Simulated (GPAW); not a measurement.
**How the form of the self-energy moves the gap of WS2 (2H monolayer)**

Aim: compare treatments of exchange, screening and correlation for the gap of WS2 (2H monolayer).

Main program and level: GPAW 26.7.0; LDA and many-body steps on it, plane waves.

**What was measured.**

- Gap 2.4 eV: quasiparticle direct gap at K, n=1 exciton energy plus estimated binding energy; reflectance contrast with empirical exciton scaling; 70 K; monolayer (exfoliated uncapped monolayer on fused silica) on fused silica (“Coulomb engineering of the bandgap in 2D semiconductors”, 2017, arxiv:1702.01204).

- Gap 2.14 eV: transport (quasiparticle) gap of monolayer from electron and hole threshold voltage difference; ionic liquid gated FET transport; 240 K; monolayer (exfoliated monolayer on SiO2/Si covered by DEME-TFSI ionic liquid) (“Mono- and Bilayer WS2 Light-Emitting Transistors”, 2014, arxiv:1403.7551).

- Gap 2.73 eV: single-particle (quasiparticle) direct gap at K; two-photon photoluminescence excitation; monolayer (mechanically exfoliated monolayer) (“Exciton Binding Energy of Monolayer WS2”, 2014, arxiv:1403.5108).

- Gap 1.97 eV: optical gap, A exciton photoluminescence peak; photoluminescence; monolayer (pristine CVD monolayer on SiO2/Si) (“Monolayer Vanadium‐Doped Tungsten Disulfide: A Room‐Temperature Dilute Magnetic Semiconductor”, 2020, pmc:7740087).

- Gap 2.178 ± 0.003 eV: quasiparticle gap of hBN-encapsulated monolayer without graphene, from the 1s exciton energy plus 1.2 times the 1s-2s separation (fit limit at infinite graphene distance); reflectance contrast spectroscopy; 300 K; monolayer (exfoliated monolayer encapsulated in thick hBN) (“Tailoring the dielectric screening in WS2-graphene heterostructures”, 2022, arxiv:2212.00118).

This is a selection; 30 further reports are not listed.

## 1. The structure

The cell holds 3 atoms: 1 W and 2 S. Cell: a = 3.122 Å, b = 3.122 Å, c = 14.500 Å, α = 90.0°, β = 90.0°, γ = 120.0°. Vacuum lies along c.

As a file:

```xyz
3
Lattice="3.1224 0.0000 0.0000 -1.5612 2.7041 0.0000 0.0000 0.0000 14.5000" Properties=species:S:1:pos:R:3
W     0.0000    1.8027    7.2500
S     1.5612    0.9014    8.8094
S     1.5612    0.9014    5.6906
```

The structure was relaxed with LDA. The runs that relaxed it are not among those shown. Spin-orbit coupling is left out unless a step names it.

## 2. Empty states on the mesh, 12×12×1 mesh, 287 bands

This step: GPAW 26.7.0; DFT, LDA, plane waves, PAW.

The sums over transitions need many empty states on a uniform mesh; this step solves for them.

File run.py:

```python
import json
import numpy as np
from gpaw.mpi import world
from gpaw import GPAW

calc = GPAW('gs.gpw').fixed_density(kpts={'size': (12, 12, 1), 'gamma': True},
    parallel={'domain': 1, 'band': 1},
    txt='nscf.txt')
calc.diagonalize_full_hamiltonian(nbands=287)
calc.write('full.gpw', mode='all')
res = {}
kpts = calc.get_ibz_k_points()
res['kpts'] = kpts
res['eigenvalues'] = [calc.get_eigenvalues(kpt=k) for k in range(len(kpts))]
res['n_electrons'] = calc.get_number_of_electrons()

if world.rank == 0:
    with open('result.json', 'w') as f:
        json.dump(res, f, default=lambda x: x.tolist())
```

Launch:

```console
mpirun -n 16 gpaw python run.py
```

Numbers of over 12 decimals in the logs are rounded to 6 here.

What it wrote:

```text
Diagonalizing LCAO Hamiltonian
Converting LCAO to pw mode
convergence criteria:
- Maximum integral of absolute [eigenst]ate change: 4e-08 eV^2 / valence electron
maximum number of iterations: 100

SCF iterations
|iter     |     time |      energy | eigst |  dens |
|iter:   1|  |             | +0.53 |       |
|iter:   2|  |             | -0.93 |       |
|iter:   3|  |             | -2.20 |       |
[...]
|iter:  10|  |             | -6.42 |       |
|iter:  11|  |             | -6.96 |       |
|iter:  12|  |             | -7.43c|       |
SCF steps: 12
  __  _  _
 | _ |_)|_||  |
 |__||  | ||/\| - 26.7.0

Input parameters:
  mode=PW(ecut=450.000000),
  convergence={'density': 1e-06, 'bands': -3},
  gpts=array([16, 16, 72]),
  kpts=MonkhorstPack(size=(12, 12, 1), gamma=True),
  maxiter=100,
  nbands=20,
  occupations=Occupations(name='fermi-dirac', width=0.001, fixmagmom=False),
  parallel={'domain': 1, 'band': 1},
  xc=XC(name='LDA')
Matrix size: 2703x2703
# Writing to full.gpw (mode='all')
  [... matrices ...]

timing:  # [seconds]
  Total: 51.086  # ━━━━━━━━━━━━━━━━━━━━━━━━━━━━━━━━━━━━━━━━━━━━━━━━━━━━━━━━━━
```

It took 56 s on 16 MPI ranks of Arm Neoverse V1, shared host; peak memory 9.5 GiB.

Numbers from this step:

- gap: 1.996 eV
- k of the valence top: 0.3333, 0.3333, 0
- k of the conduction bottom: 0.3333, 0.3333, 0
- least direct gap: 1.996 eV
- k points computed: 19
- lowest point of the top converged band, above the valence top: 93.4187 eV

On this mesh the gap is 1.996 eV.

## 3. One-shot HSE06

This step: one-shot HSE06 levels on LDA orbitals, plane waves, PAW.

File run.py:

```python
import json
import numpy as np
from gpaw.mpi import world
from gpaw.hybrids.eigenvalues import non_self_consistent_eigenvalues

dft, vxc, vxc_hyb = non_self_consistent_eigenvalues('full.gpw', 'HSE06', 11, 15, kpt_indices=[0, 9])
res = {'dft': dft[0], 'hybrid': (dft - vxc + vxc_hyb)[0]}
if world.rank == 0:
    with open('hybrid.txt', 'w') as f:
        for k, e0, e1 in zip([0, 9], res['dft'], res['hybrid']):
            print(k, ' '.join(f'{x:9.4f}' for x in e0), '|', ' '.join(f'{x:9.4f}' for x in e1), file=f)

if world.rank == 0:
    with open('result.json', 'w') as f:
        json.dump(res, f, default=lambda x: x.tolist())
```

Launch:

```console
mpirun -n 16 gpaw python run.py
```

What it wrote:

```text
IBZ(<points: 19, symmetries: 12>)
Occupied bands: 13
Transforming wave functions from IBZ to BZ: 0.071 seconds
Distributing wave functions and iFFT-ing to real space: 0.147 seconds
Calculating eigenvalues:
  k-points: 2
  Bands: 11-14 (inclusive)
  Seconds: 0.639 (wave-function broadcasting: 0.013 seconds)
HSE06-eigenvalue shifts:
  min: -0.572 eV
  ave: 0.318 eV
  max: 0.866 eV
```

It took 4.5 s on 16 MPI ranks; peak memory 3 GiB.

Numbers from this step:

```
starting gap on the mesh                       : 1.996 eV
hybrid gap on the mesh                         : 2.587 eV
least direct hybrid gap on the computed points : 2.587 eV
```

## 4. GLLB-SC, self-consistent

This step: DFT, GLLB-SC with its derivative discontinuity, plane waves, PAW.

File run.py:

```python
import json
import numpy as np
from gpaw.mpi import world
from ase import Atoms
from gpaw import GPAW, PW, FermiDirac

atoms = Atoms(['W', 'S', 'S'],
    cell=[[3.1224061342, 0.0000000000, 0.0000000000],
      [-1.5612030671, 2.7040830332, 0.0000000000],
      [0.0000000000, 0.0000000000, 14.5000000000]],
    scaled_positions=[[0.3333333333, 0.6666666667, 0.5000000000],
      [0.6666666667, 0.3333333333, 0.6075445401],
      [0.6666666667, 0.3333333333, 0.3924554599]],
    pbc=(True, True, False))
calc = GPAW(mode=PW(450),
    xc='GLLBSC',
    kpts={'size': (12, 12, 1), 'gamma': True},
    occupations=FermiDirac(0.001),
    nbands=-7,
    convergence={'bands': -3},
    maxiter=120,
    txt='gllbsc.txt')
atoms.calc = calc
atoms.get_potential_energy()
homo, lumo = calc.get_homo_lumo()
response = calc.hamiltonian.xc.response
dxc_pot = response.calculate_discontinuity_potential(homo, lumo)
ks_gap, dxc = response.calculate_discontinuity(dxc_pot)
res = {'ks_gap': ks_gap, 'dxc': dxc}

if world.rank == 0:
    with open('result.json', 'w') as f:
        json.dump(res, f, default=lambda x: x.tolist())
```

Launch:

```console
mpirun -n 16 gpaw python run.py
```

What it wrote:

```text
[banner, memory and clock lines left out]
___ ___ ___ _ _ _
 |   |   |_  | | | |
 | | | | | . | | | |
 |__ |  _|___|_____|  26.7.0
 |___|_|

Input parameters:
  convergence: {bands: -3}
  kpts: {gamma: True,
         size: (12, 12, 1)}
  maxiter: 120
  mode: {ecut: 450.000000,
         name: pw}
  nbands: -7
  occupations: {fixmagmom: False,
                name: fermi-dirac,
                width: 0.001}
  xc: GLLBSC

System changes: positions, numbers, cell, pbc, initial_charges, initial_magmoms

Initialize ...

species:
  W:
    name:    Tungsten
    Z:       74.0
    valence: 14
    core:    60
    charge:  0.0  # [|e|]
    compensation charges:
      type: gauss
      rc: 0.40  # [Å]
      lmax: 2
    cutoffs:
      filter: 2.36  # [Å]
      core: 2.96  # [Å]
    projectors
    | kind |    occ | energy [eV] | rcut [Å] |
    |   5s |  2.000 |     -80.556 |    1.344 |
    |   6s |  2.000 |      -7.659 |    1.344 |
    |   5p |  6.000 |     -44.785 |    1.355 |
    |   6p |  0.000 |      -2.636 |    1.355 |
    |   5d |  4.000 |      -6.179 |    1.228 |
    |    d |        |      21.032 |    1.228 |

    Using partial waves for W as LCAO basis

  S:
    name:    Sulfur
    Z:       16.0
    valence: 6
    core:    10
    charge:  0.0  # [|e|]
    compensation charges:
      type: gauss
      rc: 0.24  # [Å]
      lmax: 2
    cutoffs:
      filter: 1.77  # [Å]
      core: 1.66  # [Å]
    projectors
    | kind |    occ | energy [eV] | rcut [Å] |
    |   3s |  2.000 |     -20.260 |    0.974 |
    |   3p |  4.000 |     -10.120 |    0.979 |
    |    s |        |       6.952 |    0.974 |
    |    p |        |      17.091 |    0.979 |
    |    d |        |       0.000 |    0.900 |

    Using partial waves for S as LCAO basis

Reference energy: -460324.163258  # eV

Spin-paired calculation

Convergence criteria:
 Maximum [total energy] change in last 3 cyles: 0.0005 eV / valence electron
 Maximum integral of absolute [dens]ity change: 0.0001 electrons / valence electron
 Maximum integral of absolute [eigenst]ate change: 4e-08 eV^2 / valence electron
 Maximum number of scf [iter]ations: 120
 (Square brackets indicate name in SCF output, whereas a 'c' in
 the SCF output indicates the quantity has converged.)
  [... matrices ...]
Symmetries present (total): 12

  [... matrices ...]
144 k-points: 12 x 12 x 1 Monkhorst-Pack grid + [1/24,1/24,0.000000]
19 k-points in the irreducible part of the Brillouin zone
       k-points in crystal coordinates                weights
   0:    -0.00000000   -0.00000000    0.00000000          1/144
   1:     0.08333333   -0.00000000    0.00000000          6/144
   2:     0.16666667   -0.08333333    0.00000000          6/144
   3:     0.16666667   -0.00000000    0.00000000          6/144
   4:     0.25000000   -0.08333333    0.00000000         12/144
   5:     0.25000000   -0.00000000    0.00000000          6/144
   6:     0.33333333   -0.16666667    0.00000000          6/144
   7:     0.33333333   -0.08333333    0.00000000         12/144
   8:     0.33333333   -0.00000000    0.00000000          6/144
   9:     0.33333333    0.33333333    0.00000000          2/144
          ...
  18:     0.50000000    0.50000000    0.00000000          3/144

Wave functions: Plane wave expansion
  Cutoff energy: 450.000 eV
  Number of coefficients (min, max): 2628, 2703
  Pulay-stress correction: 0.000000 eV/Ang^3 (de/decut=0.000000)
  Using FFTW library
  Wavefunction extrapolation:
    Improved wavefunction reuse through dual PAW basis

Occupation numbers: Fermi-Dirac:
  width: 0.0010  # eV

Eigensolver
   Davidson(niter=2)

Densities:
  Coarse grid: 16*16*72 grid
  Fine grid: 32*32*144 grid
  Total Charge: 0.000000

Density mixing:
  Method: separate
  Backend: msr1
  Linear mixing parameter: 0.05
  old densities: 10
  Width of damping distribution: 1.1
  Damping of long wavelength oscillations: 20

Hamiltonian:
  XC and Coulomb potentials evaluated on a 32*32*144 grid
  Using the GLLBSC Exchange-Correlation functional
  External potential:
    NoExternalPotential

XC parameters: GLLBSC functional being used consists of
  | Weight | Module     | Description                                   |
  |  1.000 | SCREENING  | GGA_X_PBE_SOL with 2 nearest neighbor stencil |
  |  1.000 | RESPONSE   | eps=0.0500 eV                                 |
  |  1.000 | XC         | GGA_C_PBE_SOL with 2 nearest neighbor stencil |

Memory estimate:

Total number of cores used: 16
Parallelization over k-points: 4
Domain decomposition: 1 x 1 x 4

Number of atoms: 3
Number of atomic orbitals: 21
Number of bands in calculation: 20
Number of valence electrons: 26
Bands to converge: 17

... initialized

Initializing position-dependent things.

Density initialized from atomic densities
Creating initial wave functions:
  20 bands from LCAO basis set

           S

        W

           S

Atomic positions and initial magnetic moments

Positions:
   0 W     -0.000000    1.802722    7.250000    ( 0.0000,  0.0000,  0.0000)
   1 S      1.561203    0.901361    8.809396    ( 0.0000,  0.0000,  0.0000)
   2 S      1.561203    0.901361    5.690604    ( 0.0000,  0.0000,  0.0000)
  [... matrices ...]
Unit cell:
           periodic     x           y           z      points  spacing
  1. axis:    yes    3.122406    0.000000    0.000000    16     0.1690
  2. axis:    yes   -1.561203    2.704083    0.000000    16     0.1690
  3. axis:    no     0.000000    0.000000   14.500000    72     0.2014

  Lengths:   3.122406   3.122406  14.500000
  Angles:   90.000000  90.000000 120.000000

Effective grid spacing dv^(1/3) = 0.1880

iter:   1    -25.357603   +0.77
iter:   2    -25.293168   -0.47  -1.19
iter:   3    -24.848429   -0.76  -1.20
iter:   4    -24.129694   -1.29  -1.38
iter:   5    -24.197830   -1.94  -1.48
iter:   6    -24.205411   -0.85  -1.55
iter:   7    -23.943856   -1.81  -1.61
iter:   8    -23.933340   -3.02  -2.48
iter:   9    -23.937366c  -3.19  -2.36
iter:  10    -23.934914c  -3.39  -2.70
iter:  11    -23.938129c  -3.83  -2.93
iter:  12    -23.939598c  -4.15  -3.56
iter:  13    -23.939944c  -4.52  -3.98
iter:  14    -23.939920c  -4.76  -4.18c
iter:  15    -23.940023c  -4.99  -4.42c
iter:  16    -23.940018c  -5.21  -4.96c
iter:  17    -23.940008c  -5.42  -5.27c
iter:  18    -23.940034c  -5.67  -5.73c
iter:  19    -23.940019c  -5.88  -5.65c
iter:  20    -23.940023c  -6.11  -6.00c
iter:  21    -23.940022c  -6.36  -6.03c
iter:  22    -23.940021c  -6.60  -6.15c
iter:  23    -23.940022c  -6.83  -6.14c
iter:  24    -23.940027c  -7.14  -6.05c
iter:  25    -23.940029c  -7.41c -6.09c

Converged after 25 iterations.

Dipole moment: (0.246215, -0.142152, -0.000000) |e|*Ang

Energy contributions relative to reference atoms: (reference = -460324.163258)
  [... matrices ...]
Kinetic:        +58.922715
Potential:      -58.463425
External:        +0.000000
XC:             -24.769558
Entropy (-ST):   -0.000000
Local:           +0.370240
SIC:             +0.000000
Free energy:    -23.940029
Extrapolated:   -23.940029

GLLBSC response reference energy: -0.62113 eV (from HOMO)
  [... matrices ...]
Showing only first 2 kpts
 Kpt  Band  Eigenvalues  Occupancy
  0    11     -2.20794    2.00000
  0    12     -0.78381    2.00000
  0    13      2.50659    0.00000
  0    14      2.50659    0.00000

  1    11     -2.06577    2.00000
  1    12     -0.83970    2.00000
  1    13      2.34795    0.00000
  1    14      2.42367    0.00000

Fermi level: 0.34696

Gap: 2.010 eV
Transition (v -> c):
  (s=0, k=9, n=12, [0.33, 0.33, 0.00]) -> (s=0, k=9, n=13, [0.33, 0.33, 0.00])
No difference between direct/indirect transitions
```

The job ended after 10 s (16 MPI ranks; peak memory 2.3 GiB; 2.4 min of CPU time).

Numbers from this step:

```
starting gap on the mesh      : 2.010 eV
derivative discontinuity      : 0.6737 eV
quasiparticle gap on the mesh : 2.684 eV
```

(Continued in part 2 of 2.)

[Paths, hosts, dates, memory and timing lines, banners, echoed tables and standing remarks are left out of the program output.]

[Logs are printed without paths, hosts, clocks, repeated set-up lines and the standing remarks that a program may print on its own settings, such as how far it seeks lower states.]

[Runs of the session that timed out or met a known fault of the program may be left out.]

[Hosts, paths, dates, database ids (printed as entryN), source tags and the programs' standing remarks are cut or masked in the printed files.]
